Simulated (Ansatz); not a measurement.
## How Ag(110) screens a field

Aim: image plane and induced charge of Ag(110).

Calculated with Ansatz 0.2.0; plane-wave DFT, r2SCAN, Ansatz PAW.

**1. The system as given**

The cell holds 6 atoms: 6 Ag. Its edges and angles: a = 4.090 Å, b = 2.892 Å, c = 25.230 Å, α = 90.0°, β = 90.0°, γ = 90.0°. Vacuum lies along c.

**2. Atoms held, field 0**

A sawtooth potential applies the field, turning back in the middle of the vacuum. With the dipole correction the typed value is the field outside the slab. The induced dipole is small, so the SCF threshold is tight.

The input, input.yaml:

```yaml
crystal:
  lattice:
    - [4.09, 0.0, 0.0]
    - [0.0, 2.8920667351, 0.0]
    - [0.0, 0.0, 25.2301668376]
  atoms:
    - { symbol: Ag, position: [0.5, 0.5, 0.3567158338] }
    - { symbol: Ag, position: [0.0, 0.0, 0.4140295003] }
    - { symbol: Ag, position: [0.5, 0.5, 0.4713431668] }
    - { symbol: Ag, position: [0.0, 0.0, 0.5286568332] }
    - { symbol: Ag, position: [0.5, 0.5, 0.5859704997] }
    - { symbol: Ag, position: [0.0, 0.0, 0.6432841662] }
kpoints:
  mp_grid: { grid: [12, 18, 1] }
hamiltonian:
  xc: r2scan
scf:
  occupations: { method: fermi_dirac, width: 0.1 }
  convergence: { dr2_threshold: 1.0e-10 }
efield:
  axis: 3
  dipole_correction: true
  ramp_position: 0.97
  ramp_width: 0.06
  amplitude: 0
output:
  forces: true
  write_potential: true
  write_density: true
  volumetric_format: npy
```

Started as:

```sh
$ ansatz run input.yaml --threads 4 --pin off --max-ram 6144MiB --backend cpu --events-out ev --progress --plain --runs-dir out
```

The program printed:

```text
Engine: ansatz 0.2.0, aarch64-unknown-linux-gnu
Pseudopotentials: kind: paw
Pseudopotential: Ag, paw, valence charge 19, recommended cutoff 500 eV (meta_gga), Ag.paw.azcp
Functional definition: r2SCAN
  parameter k0 = 0.174
  parameter k1 = 0.065
  parameter a1 = 4.9479
  exchange = r2scan_x(k0 = k0, k1 = k1, a1 = a1)
  correlation = r2scan_c
Crystal: 6 atoms, lattice volume = 298.436 Å³
Basis set: ecut = 500 eV, 7585 PW (Γ), exchange–correlation on 120×96×768 points (64 copies of the dense FFT grid, shifted against one another)
Bands: 69, of which v1, the nominal top of the filled ones, is band 57 counted from 1 (56 counted from 0)
Symmetry: 4 space group operations
k-points: 70 of 216
Non-local potential: Ag, projectors of the file, l = 0: 3, l = 1: 2, l = 2: 2, l = 3: 1
PAW form: soft (Blöchl's): semilocal exchange-correlation on the pseudo side does not see the compensation charge
PAW frozen core: Ag, regenerated for the run's functional (the file was generated under x = pbe(κ = 0.804, μ = 0.219515), c = pbe(β = 0.066725))
PAW one-centre angular grid: Ag, 590 points (default); XC on 160 Gauss nodes
Initial density: superposition of atomic densities (neutral atoms: chi_scale 0, normalization atom), corrected by the library's trained network
Initial wavefunctions: pseudopotential atomic-orbital guess
Functional: x = r2scan, c = r2scan; τ floored in thin density (d = 2e-4 eV/Å³)
SCF iter   1: F=—  HF=-45622.074642 eV  |F-HF|=—  |Δ(HF+E_count)|=         —  Δρ=6.62e-3  dr2=1.26e-1  dr2_τ=4.04e-3  ethr=1.77e-3  p=0.000 e·Å  D=1.04e-13 V/Å  ΔV_dip=-0.00 eV  dr2_dipole=7.36e-10  V_vac-E_F(+/−)=4.15/4.15 eV  ⟨swp⟩=7.2  Hψ=19876  notcnv=0  defer=128
efield: sawtooth ramp at fractional position 0.9700 (set: `efield.ramp_position`, or a place that a band, a saddle search or an elastic batch's reference lends), width 0.0600; the density the first Hamiltonian is built on has a dipole p = 0.000 e·Å; the dipole correction subtracts the counter field D = 1.04e-13 V/Å, which shifts the + side's vacuum level by -0.00 eV against the − side's; the planar-averaged density in the ramp window peaks in size at 4.2e-6 e/Å³
preconditioner: auto → LDOS  [metal: Δε(μ)=0.010 eV  Ē_g=9.537 eV  σ=0.100 eV  W_gap=0.03  n_scr=62 (ndim 8)  ℏωp=17.5 eV  f_vac=0.604  D(μ)=1.80/eV (n_scr^D=8)  β→1.0]
SCF iter   2: F=—  HF=-45622.105773 eV  |F-HF|=—  |Δ(HF+E_count)|=   3.11e-2  Δρ=8.38e-3  dr2=1.71e-1  dr2_τ=8.65e-3  ethr=1.11e-4  p=-0.000 e·Å  D=-1.03e-5 V/Å  ΔV_dip=0.00 eV  dr2_dipole=1.55e-8  V_vac-E_F(+/−)=4.06/4.06 eV  ⟨swp⟩=2.3  Hψ=10270  notcnv=0  defer=226
SCF iter   3: F=—  HF=-45622.061791 eV  |F-HF|=—  |Δ(HF+E_count)|=   4.40e-2  Δρ=1.60e-3  dr2=6.28e-3  dr2_τ=4.02e-4  ethr=1.11e-4  p=-0.000 e·Å  D=-3.71e-6 V/Å  ΔV_dip=0.00 eV  dr2_dipole=3.17e-9  V_vac-E_F(+/−)=4.11/4.11 eV  ⟨swp⟩=2.0  Hψ=8675  notcnv=0  defer=226
SCF iter   4: F=—  HF=-45622.059944 eV  |F-HF|=—  |Δ(HF+E_count)|=   1.85e-3  Δρ=1.64e-4  dr2=7.20e-5  dr2_τ=8.28e-6  ethr=5.51e-6  p=-0.000 e·Å  D=-4.16e-6 V/Å  ΔV_dip=0.00 eV  dr2_dipole=1.53e-15  V_vac-E_F(+/−)=4.12/4.12 eV  ⟨swp⟩=3.0  Hψ=9978  notcnv=0  defer=226
SCF iter   5: F=—  HF=-45622.059970 eV  |F-HF|=—  |Δ(HF+E_count)|=   2.57e-5  Δρ=7.58e-5  dr2=3.42e-5  dr2_τ=1.57e-6  ethr=6.32e-8  p=0.000 e·Å  D=7.50e-7 V/Å  ΔV_dip=-0.00 eV  dr2_dipole=1.04e-10  V_vac-E_F(+/−)=4.12/4.12 eV  ⟨swp⟩=2.7  Hψ=8829  notcnv=0  defer=226
SCF iter   6: F=—  HF=-45622.059976 eV  |F-HF|=—  |Δ(HF+E_count)|=   6.52e-6  Δρ=2.27e-5  dr2=2.08e-6  dr2_τ=1.45e-7  ethr=3.00e-8  p=-0.000 e·Å  D=-1.09e-6 V/Å  ΔV_dip=0.00 eV  dr2_dipole=8.92e-12  V_vac-E_F(+/−)=4.12/4.12 eV  ⟨swp⟩=2.0  Hψ=6930  notcnv=0  defer=226
SCF iter   7: F=—  HF=-45622.060165 eV  |F-HF|=—  |Δ(HF+E_count)|=   1.88e-4  Δρ=7.43e-6  dr2=1.01e-7  dr2_τ=1.41e-8  ethr=1.82e-9  p=0.000 e·Å  D=2.65e-7 V/Å  ΔV_dip=-0.00 eV  dr2_dipole=4.21e-12  V_vac-E_F(+/−)=4.12/4.12 eV  ⟨swp⟩=2.0  Hψ=7001  notcnv=0  defer=226
SCF iter   8: F=—  HF=-45622.060165 eV  |F-HF|=—  |Δ(HF+E_count)|=   2.07e-7  Δρ=2.68e-6  dr2=1.67e-8  dr2_τ=1.23e-9  ethr=8.90e-11  p=-0.000 e·Å  D=-9.97e-8 V/Å  ΔV_dip=0.00 eV  dr2_dipole=4.56e-13  V_vac-E_F(+/−)=4.12/4.12 eV  ⟨swp⟩=2.6  Hψ=8563  notcnv=0  defer=226
SCF iter   9: F=—  HF=-45622.060165 eV  |F-HF|=—  |Δ(HF+E_count)|=   4.92e-8  Δρ=1.03e-6  dr2=4.09e-9  dr2_τ=2.53e-10  ethr=1.47e-11  p=0.000 e·Å  D=9.45e-8 V/Å  ΔV_dip=-0.00 eV  dr2_dipole=4.66e-13  V_vac-E_F(+/−)=4.12/4.12 eV  ⟨swp⟩=3.1  Hψ=9066  notcnv=0  defer=226
SCF iter  10: F=—  HF=-45622.060165 eV  |F-HF|=—  |Δ(HF+E_count)|=   2.18e-9  Δρ=2.40e-7  dr2=1.12e-10  dr2_τ=9.16e-12  ethr=3.59e-12  p=-0.000 e·Å  D=-2.95e-9 V/Å  ΔV_dip=0.00 eV  dr2_dipole=2.86e-15  V_vac-E_F(+/−)=4.12/4.12 eV  ⟨swp⟩=2.0  Hψ=6965  notcnv=0  defer=226
iter 11 met the thresholds in force, and the SCF goes on: an eigenvalue changes by 2.03 meV, over its tolerance of 1.02 meV (output.eigenvalues, Limitations)
SCF iter  11: F=-45622.060165 eV  HF=-45622.060165 eV  |F-HF|=1.24e-10  |Δ(HF+E_count)|=  4.51e-10  Δρ=1.37e-7  dr2=4.78e-11  dr2_τ=3.80e-12  ethr=1.00e-12  p=0.000 e·Å  D=2.55e-8 V/Å  ΔV_dip=-0.00 eV  dr2_dipole=2.02e-14  V_vac-E_F(+/−)=4.12/4.12 eV  ⟨swp⟩=16.7  Hψ=29241  notcnv=0
iter 12 met the thresholds in force, and the SCF goes on: an eigenvalue changes by 1.81 meV, over its tolerance of 1.01 meV (output.eigenvalues, Limitations)
SCF iter  12: F=-45622.060165 eV  HF=-45622.060165 eV  |F-HF|=2.47e-10  |Δ(HF+E_count)|=  8.73e-11  Δρ=4.91e-8  dr2=7.80e-12  dr2_τ=3.61e-13  ethr=1.00e-12  p=-0.000 e·Å  D=-6.46e-10 V/Å  ΔV_dip=0.00 eV  dr2_dipole=1.06e-16  V_vac-E_F(+/−)=4.12/4.12 eV  ⟨swp⟩=6.8  Hψ=23741  notcnv=0
Mixer restart at iter 12: flushing history
SCF iter  13: F=-45622.060165 eV  HF=-45622.060165 eV  |F-HF|=8.73e-11  |Δ(HF+E_count)|=  4.37e-11  Δρ=5.17e-8  dr2=1.31e-10  dr2_τ=3.45e-13  ethr=1.00e-12  p=-0.000 e·Å  D=-1.20e-8 V/Å  ΔV_dip=0.00 eV  dr2_dipole=6.50e-13  V_vac-E_F(+/−)=4.12/4.12 eV  ⟨swp⟩=1.0  Hψ=4604  notcnv=0  κ⁻¹=1.0e0(r=1)
SCF iter  14: F=-45622.060165 eV  HF=-45622.060165 eV  |F-HF|=1.60e-10  |Δ(HF+E_count)|=  5.82e-11  Δρ=5.10e-8  dr2=3.84e-11  dr2_τ=3.87e-13  ethr=1.00e-12  p=0.000 e·Å  D=1.31e-7 V/Å  ΔV_dip=-0.00 eV  dr2_dipole=9.11e-12  V_vac-E_F(+/−)=4.12/4.12 eV  ⟨swp⟩=8.0  Hψ=23964  notcnv=0
SCF 1 converged in 14 iterations: F = -45622.060165 eV  dr2 = 3.84e-11
  greatest PAW one-centre occupation: 1.001 electrons in one spin orbital (limit 2), on the Ag atom at site 5 (counted from 0), in its partial waves of l = 1
WARN: The output density's exchange-correlation potential varies sharply where the density is thin. Do not read a vacuum level from v_tot or v_xc, or from such a field of the output density. On a cell that repeats whose density bears no net charge and no dipole along the vacuum's axis use v_es (v_loc + v_h of the components); under efield.dipole_correction with no amplitude use v_es + v_field, which holds any externa [...]
SCF converged after 14 iterations
an eigenvalue changed by more than its tolerance at an iteration that met the thresholds in force, so the SCF went on 2 times, its first undamped step at iteration 12: the last check found none over its tolerance
Free energy (F): -45622.060165 eV
Harris-Foulkes:  -45622.060165 eV  (|F-HF|=1.60e-10)
Internal energy: -45622.000886 eV  (E = F + TS)
E sigma→0 (E₀):  -45622.030525 eV
Entropy (-TS):   -0.059279 eV (-9.880 meV/atom)
Fermi energy:    3.264263 eV
Dipole field:    D = -0.000003 V/Å  (p = -0.000005 e·Å, saw-weighted, corrected)
Work function:   Φ+ = 4.1225 eV   Φ− = 4.1224 eV
Levels:          The Fermi level and band energies are counted from a zero that moves with the ramp; work functions are not
--- Per-component energies (eV) ---
  E_band       = -3116.478823
  E_kinetic    = 3167.611903
  E_local      = -194834.394335  (includes V_loc(G=0)·N_el)
  E_nonlocal   = 489.784934
  E_hartree    = 96044.191742
  E_xc         = -1067.327634
  E_vxc        = -1573.450271  (∫ρ·V_xc dr)
  E_paw        = -23536.910787  (= ΣΔE_a)
  E_vpaw       = -2568.402851  (= ΣTr[D̂ρ^β])
  E_aug_tail   = 0.000368  (compensation charges beyond the density's cutoff)
  E_vtau       = 113.989488  (kinetic-family band-sum trace: ∫τ·v_τ [+ j·A + Jᵃ·Aᵃ] dr)
  E_efield     = 0.000000  (sawtooth field / dipole correction)
  E_vefield    = 0.000000  (∫n·V_field dr)
  E_ewald      = 74118.098788
  E_core_change = -3.055864  (= ΣΔE_core)
  E_smearing   = -0.059279  (= −TS)
  E_closure    = -0.000000  (closes the sum)
  Σ components = -45622.060165   (vs F -45622.060165, Δ=0.00e0)
--- Forces (eV/Å), atoms counted from 1 ---
  atom   1  Ag     0.00000000     0.00000000     0.25821009
  atom   2  Ag     0.00000000     0.00000000    -0.32227093
  atom   3  Ag     0.00000000     0.00000000     0.01279257
  atom   4  Ag     0.00000000     0.00000000    -0.01279298
  atom   5  Ag     0.00000000     0.00000000     0.32227074
  atom   6  Ag     0.00000000     0.00000000    -0.25821041
  max |Σ_I F_I| component: 9.25e-7 eV/Å
--- Band table (eV; the first three rows and the last of 70) ---
  k-point 0: bands = [... 53 lower, -0.1114, -0.0247, 0.1321, 0.7801, 2.7457, 4.8845, 5.8229, 6.8306, ... 8 higher]
  k-point 1: bands = [... 53 lower, -0.1830, 0.0432, 0.0808, 0.8129, 2.8066, 4.9530, 5.9682, 6.8924, ... 8 higher]
  k-point 2: bands = [... 53 lower, -0.2591, -0.0192, 0.1057, 0.9142, 2.9855, 5.1530, 6.3806, 7.0740, ... 8 higher]
  k-point 69: bands = [... 53 lower, 0.0910, 3.7619, 3.7619, 5.6587, 5.6587, 7.0770, 7.0770, 7.5878, ... 8 higher]
```

Wall time 2.3 min (4 threads of Arm Neoverse V1, shared host); peak memory 1.9 GiB.

Read from the output:

- energy at zero smearing: -45622.0305 eV
- work function, upper face: 4.123 eV
- dipole along the normal: -5.27e-6 e·Å

Running mean over 1.446 Å of the planar mean; the ramp of the sawtooth is left out. Table of electron's electrostatic potential energy less the Fermi level by z:

```
z (Å)  electron's electrostatic potential energy less the Fermi level (eV)
  3.5                                                                 4.12
  4.0                                                                 4.12
  4.5                                                                 4.12
  5.0                                                                 4.12
  5.5                                                                 4.11
  6.0                                                                 4.10
  6.5                                                                 4.04
  7.0                                                                 3.84
  7.5                                                                 3.09
  8.0                                                                0.758
  8.5                                                                -2.54
  9.0                                                                -4.95
  9.5                                                                -5.74
 10.0                                                                -5.93
 10.5                                                                -6.02
 11.0                                                                -6.07
 11.5                                                                -6.08
 12.0                                                                -6.06
 12.5                                                                -6.06
 13.0                                                                -6.06
 13.5                                                                -6.07
 14.0                                                                -6.07
 14.5                                                                -6.05
 15.0                                                                -5.97
 15.5                                                                -5.85
 16.0                                                                -5.47
 16.5                                                                -3.86
 17.0                                                               -0.752
 17.5                                                                 2.23
 18.0                                                                 3.63
 18.5                                                                 3.98
 19.0                                                                 4.08
 19.5                                                                 4.11
 20.0                                                                 4.12
 20.5                                                                 4.12
 21.0                                                                 4.12
 21.5                                                                 4.12
 22.0                                                                 4.12
```

Force by atom:

```
atom  x (eV/Å)  y (eV/Å)  z (eV/Å)   size
 Ag1     0.000     0.000     0.258  0.258
 Ag2     0.000     0.000    -0.322  0.322
 Ag3     0.000     0.000     0.013  0.013
 Ag4     0.000     0.000    -0.013  0.013
 Ag5     0.000     0.000     0.322  0.322
 Ag6     0.000     0.000    -0.258  0.258
```

The work function of the upper face is 4.12 eV.

**3. Single point, field 0.05 V/Å**

Changes to input.yaml since step 2:

```diff
@@ -24,3 +24,3 @@
   ramp_width: 0.06
-  amplitude: 0
+  amplitude: 0.05
 output:
```

The program printed:

```text
[...]
Crystal: 6 atoms, lattice volume = 298.436 Å³
Basis set: ecut = 500 eV, 7585 PW (Γ), exchange–correlation on 120×96×768 points (64 copies of the dense FFT grid, shifted against one another)
Bands: 69, of which v1, the nominal top of the filled ones, is band 57 counted from 1 (56 counted from 0)
Symmetry: 4 space group operations
k-points: 70 of 216
[...]
k-point 0: bands = [... 53 lower, -0.1117, -0.0250, 0.1319, 0.7799, 2.7454, 4.8838, 5.8226, 6.8176, ... 8 higher]
  k-point 1: bands = [... 53 lower, -0.1833, 0.0430, 0.0806, 0.8126, 2.8063, 4.9523, 5.9680, 6.8791, ... 8 higher]
  k-point 2: bands = [... 53 lower, -0.2593, -0.0194, 0.1055, 0.9139, 2.9852, 5.1523, 6.3803, 7.0600, ... 8 higher]
  k-point 69: bands = [... 53 lower, 0.0919, 3.7613, 3.7620, 5.6577, 5.6592, 7.0763, 7.0771, 7.5855, ... 8 higher]
[key lines of the parts left out:]
SCF converged after 16 iterations
Free energy (F): -45622.060999 eV
Fermi energy:    3.263992 eV
Dipole field:    D = 0.020222 V/Å  (p = 0.033352 e·Å, saw-weighted, corrected)
```

The job ended after 2.3 min (4 threads; peak memory 1.9 GiB).

The dipole is 0.0334 e·Å.

**4. Atoms held, field -0.05 V/Å**

Changes to input.yaml since step 3:

```diff
@@ -24,3 +24,3 @@
   ramp_width: 0.06
-  amplitude: 0.05
+  amplitude: -0.05
 output:
```

The program printed:

```text
[...]
Crystal: 6 atoms, lattice volume = 298.436 Å³
Basis set: ecut = 500 eV, 7585 PW (Γ), exchange–correlation on 120×96×768 points (64 copies of the dense FFT grid, shifted against one another)
Bands: 69, of which v1, the nominal top of the filled ones, is band 57 counted from 1 (56 counted from 0)
Symmetry: 4 space group operations
k-points: 70 of 216
[...]
k-point 0: bands = [... 53 lower, -0.1117, -0.0250, 0.1319, 0.7799, 2.7454, 4.8838, 5.8226, 6.8176, ... 8 higher]
  k-point 1: bands = [... 53 lower, -0.1833, 0.0430, 0.0806, 0.8126, 2.8063, 4.9523, 5.9680, 6.8791, ... 8 higher]
  k-point 2: bands = [... 53 lower, -0.2593, -0.0194, 0.1055, 0.9139, 2.9852, 5.1523, 6.3803, 7.0600, ... 8 higher]
  k-point 69: bands = [... 53 lower, 0.0919, 3.7613, 3.7620, 5.6577, 5.6592, 7.0763, 7.0771, 7.5855, ... 8 higher]
[key lines of the parts left out:]
SCF converged after 16 iterations
Free energy (F): -45622.060999 eV
Fermi energy:    3.263992 eV
Dipole field:    D = -0.020222 V/Å  (p = -0.033352 e·Å, saw-weighted, corrected)
```

Wall time 2.3 min (4 threads); peak memory 1.9 GiB.

The dipole is -0.0334 e·Å.

**5. Single point, field 0.1 V/Å**

Changes to input.yaml since step 4:

```diff
@@ -24,3 +24,3 @@
   ramp_width: 0.06
-  amplitude: -0.05
+  amplitude: 0.1
 output:
```

The program printed:

```text
[...]
Crystal: 6 atoms, lattice volume = 298.436 Å³
Basis set: ecut = 500 eV, 7585 PW (Γ), exchange–correlation on 120×96×768 points (64 copies of the dense FFT grid, shifted against one another)
Bands: 69, of which v1, the nominal top of the filled ones, is band 57 counted from 1 (56 counted from 0)
Symmetry: 4 space group operations
k-points: 70 of 216
[...]
k-point 0: bands = [... 53 lower, -0.1124, -0.0257, 0.1311, 0.7791, 2.7445, 4.8818, 5.8219, 6.7764, ... 8 higher]
  k-point 1: bands = [... 53 lower, -0.1840, 0.0422, 0.0798, 0.8118, 2.8053, 4.9502, 5.9672, 6.8371, ... 8 higher]
  k-point 2: bands = [... 53 lower, -0.2601, -0.0202, 0.1047, 0.9132, 2.9842, 5.1501, 6.3795, 7.0159, ... 8 higher]
  k-point 69: bands = [... 53 lower, 0.0923, 3.7602, 3.7615, 5.6562, 5.6592, 7.0751, 7.0767, 7.5826, ... 8 higher]
[key lines of the parts left out:]
SCF converged after 13 iterations
Free energy (F): -45622.063500 eV
Fermi energy:    3.263174 eV
Dipole field:    D = 0.040449 V/Å  (p = 0.066711 e·Å, saw-weighted, corrected)
```

Wall time 1.9 min (4 threads); peak memory 2 GiB.

The dipole is 0.0667 e·Å.

**6. Single point, field -0.1 V/Å**

Changes to input.yaml since step 5:

```diff
@@ -24,3 +24,3 @@
   ramp_width: 0.06
-  amplitude: 0.1
+  amplitude: -0.1
 output:
```

The program printed:

```text
[...]
Crystal: 6 atoms, lattice volume = 298.436 Å³
Basis set: ecut = 500 eV, 7585 PW (Γ), exchange–correlation on 120×96×768 points (64 copies of the dense FFT grid, shifted against one another)
Bands: 69, of which v1, the nominal top of the filled ones, is band 57 counted from 1 (56 counted from 0)
Symmetry: 4 space group operations
k-points: 70 of 216
[...]
k-point 0: bands = [... 53 lower, -0.1124, -0.0257, 0.1311, 0.7791, 2.7445, 4.8818, 5.8219, 6.7764, ... 8 higher]
  k-point 1: bands = [... 53 lower, -0.1840, 0.0422, 0.0798, 0.8118, 2.8053, 4.9502, 5.9672, 6.8371, ... 8 higher]
  k-point 2: bands = [... 53 lower, -0.2601, -0.0202, 0.1047, 0.9132, 2.9842, 5.1501, 6.3795, 7.0159, ... 8 higher]
  k-point 69: bands = [... 53 lower, 0.0923, 3.7602, 3.7615, 5.6562, 5.6592, 7.0751, 7.0767, 7.5826, ... 8 higher]
[key lines of the parts left out:]
SCF converged after 13 iterations
Free energy (F): -45622.063500 eV
Fermi energy:    3.263174 eV
Dipole field:    D = -0.040449 V/Å  (p = -0.066711 e·Å, saw-weighted, corrected)
```

The job ended after 1.9 min (4 threads; peak memory 2 GiB).

The dipole is -0.0667 e·Å.

**7. Atoms held, field 0.2 V/Å**

Changes to input.yaml since step 6:

```diff
@@ -24,3 +24,3 @@
   ramp_width: 0.06
-  amplitude: -0.1
+  amplitude: 0.2
 output:
```

The program printed:

```text
[...]
Crystal: 6 atoms, lattice volume = 298.436 Å³
Basis set: ecut = 500 eV, 7585 PW (Γ), exchange–correlation on 120×96×768 points (64 copies of the dense FFT grid, shifted against one another)
Bands: 69, of which v1, the nominal top of the filled ones, is band 57 counted from 1 (56 counted from 0)
Symmetry: 4 space group operations
k-points: 70 of 216
[...]
k-point 0: bands = [... 53 lower, -0.1155, -0.0288, 0.1280, 0.7760, 2.7407, 4.8732, 5.8187, 6.5913, ... 8 higher]
  k-point 1: bands = [... 53 lower, -0.1871, 0.0390, 0.0767, 0.8087, 2.8016, 4.9416, 5.9640, 6.6495, ... 8 higher]
  k-point 2: bands = [... 53 lower, -0.2631, -0.0234, 0.1016, 0.9100, 2.9805, 5.1411, 6.3764, 6.8225, ... 8 higher]
  k-point 69: bands = [... 53 lower, 0.0915, 3.7565, 3.7591, 5.6517, 5.6577, 7.0710, 7.0743, 7.5753, ... 8 higher]
[key lines of the parts left out:]
SCF converged after 16 iterations
Free energy (F): -45622.073509 eV
Fermi energy:    3.259877 eV
Dipole field:    D = 0.080927 V/Å  (p = 0.133471 e·Å, saw-weighted, corrected)
```

It took 2.4 min on 4 threads; peak memory 1.9 GiB; 9.7 min of CPU time.

The dipole is 0.133 e·Å.

(Continued in part 2 of 2.)

[Long decimals in the printed logs are rounded to 6 places.]

[Logs are printed without paths, hosts, clocks, repeated set-up lines and the standing remarks that a program may print on its own settings, such as how far it seeks lower states.]

[Hosts, paths, dates, database ids (printed as entryN), source tags and the programs' standing remarks are cut or masked in the printed files.]

[Maps of the electrostatic potential energy from Ansatz leave out the sawtooth potential of an applied field or a dipole correction, so their vacuum need not be flat; planar profiles and work functions include it.]
